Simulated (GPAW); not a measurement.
Consider FeNi (Tetrataenite, P4/mmm).

```
Ni Fe
1.0
     2.53300    0.00000    0.00000
     0.00000    2.53300    0.00000
     0.00000    0.00000    3.58200
Ni Fe
1 1
Direct
  0.50000 0.50000 0.50000
  0.00000 0.00000 0.00000
```

Absorber: atom 2, with 8 Ni at 2.53 Å and 4 Fe at 2.53 Å (cuboctahedral, site symmetry 4/mmm). Method: GPAW, LDA, excited-electron core hole (neutral cell), 20-atom cell with 6.7 Å between holes, 3×3×3 k points, dipole transitions, Gaussian full width 1.25 eV up to 4 eV, rising linearly to 3.5 eV at 25 eV.

Q: Where do the maxima of the Fe K edge fall?

Main maxima up to 30 eV above the zero (height): 1.8 eV (0.58), 4.0 eV (0.71), 15.2 eV (1.69) and 24.1 eV (1.70). A K edge sees empty p states. The weak features of the first eV are p character mixed into the empty d bands; the main 4p edge lies above them. The total-energy difference is 7091.32 eV. The tabulated edge of the element is 7112 eV. The functional leaves an error in such absolute values: in the free atom LDA prices this hole 16.1 eV below PBE (computed apart), and PBE is itself good to a few eV.

The Fe K spectrum (energy from the lowest empty level; intensity scaled to a mean of 1 over the first 20 eV; polarised curves are means over the symmetry-equivalent atoms):

```
E (eV)  isotropic  ε ⊥ c  ε ∥ c
  -2.0       0.00   0.00   0.00
  -1.5       0.00   0.00   0.00
  -1.0       0.01   0.01   0.01
  -0.5       0.06   0.06   0.05
   0.0       0.17   0.18   0.15
   0.5       0.33   0.37   0.25
   1.0       0.48   0.54   0.35
   1.5       0.57   0.61   0.48
   2.0       0.58   0.59   0.55
   2.5       0.55   0.53   0.58
   3.0       0.59   0.55   0.66
   3.5       0.68   0.66   0.73
   4.0       0.71   0.69   0.75
   4.5       0.69   0.68   0.72
   5.0       0.61   0.61   0.60
   5.5       0.48   0.48   0.48
   6.0       0.42   0.40   0.46
   6.5       0.46   0.42   0.54
   7.0       0.59   0.56   0.65
   7.5       0.72   0.72   0.70
   8.0       0.78   0.83   0.69
   8.5       0.81   0.86   0.71
   9.0       0.84   0.85   0.81
   9.5       0.86   0.83   0.93
  10.0       0.87   0.82   0.97
  10.5       0.88   0.86   0.94
  11.0       0.94   0.95   0.92
  11.5       1.05   1.08   0.98
  12.0       1.19   1.21   1.14
  12.5       1.33   1.33   1.31
  13.0       1.45   1.44   1.46
  13.5       1.54   1.54   1.56
  14.0       1.62   1.62   1.61
  14.5       1.67   1.68   1.64
  15.0       1.69   1.71   1.65
  15.5       1.69   1.69   1.67
  16.0       1.67   1.65   1.70
  16.5       1.63   1.58   1.72
  17.0       1.56   1.50   1.69
  17.5       1.48   1.42   1.61
  18.0       1.41   1.37   1.49
  18.5       1.34   1.34   1.35
  19.0       1.28   1.32   1.21
  19.5       1.23   1.28   1.12
  20.0       1.19   1.25   1.08
  20.5       1.17   1.21   1.10
  21.0       1.20   1.20   1.19
  21.5       1.26   1.22   1.32
  22.0       1.35   1.29   1.46
  22.5       1.47   1.41   1.59
  23.0       1.58   1.53   1.68
  23.5       1.67   1.64   1.71
  24.0       1.70   1.71   1.69
  24.5       1.68   1.71   1.63
  25.0       1.62   1.65   1.56
  25.5       1.54   1.56   1.50
  26.0       1.47   1.46   1.47
  26.5       1.41   1.38   1.45
  27.0       1.37   1.34   1.44
  27.5       1.35   1.32   1.43
  28.0       1.35   1.33   1.40
  28.5       1.35   1.35   1.37
  29.0       1.35   1.36   1.33
  29.5       1.34   1.37   1.30
  30.0       1.32   1.35   1.26
  30.5       1.28   1.31   1.22
  31.0       1.24   1.26   1.19
  31.5       1.19   1.21   1.17
  32.0       1.16   1.16   1.16
```

The hole lies in one spin channel, while the script sums the empty states of both and takes the lower zero; where the two channels are split, this blurs and shifts the curve. Quadrupole 1s→3d transitions, which feed the pre-edge, are not in the dipole spectrum. The spins start ferromagnetically in a simple order, which needn't be the measured one; gap and edge can depend on it. The mesh is coarse (0.39 Å⁻¹ between points), so small maxima may be mesh ripples. Lifetime broadening is put in by hand, and intensities beyond about 20 eV depend on it and on the partial waves. The structure is a published determination, not relaxed.

[Banner, clock and machine lines of the logs are left out without a mark of their own.]

[Logs are printed without paths, hosts, clocks, repeated set-up lines and the standing remarks that a program may print on its own settings, such as how far it seeks lower states.]

[Hosts, paths, dates, database ids (printed as entryN), source tags and the programs' standing remarks are cut or masked in the printed files.]

[Lists of maxima count a maximum above −3 eV only where it reaches 4 % of the highest in the window and stands out from its surroundings by 2 % of it (1.5 % where it reaches 55 %); shoulders and weaker maxima are passed over, and of the rest the first, up to two pre-edge ones and the few strongest are named.]
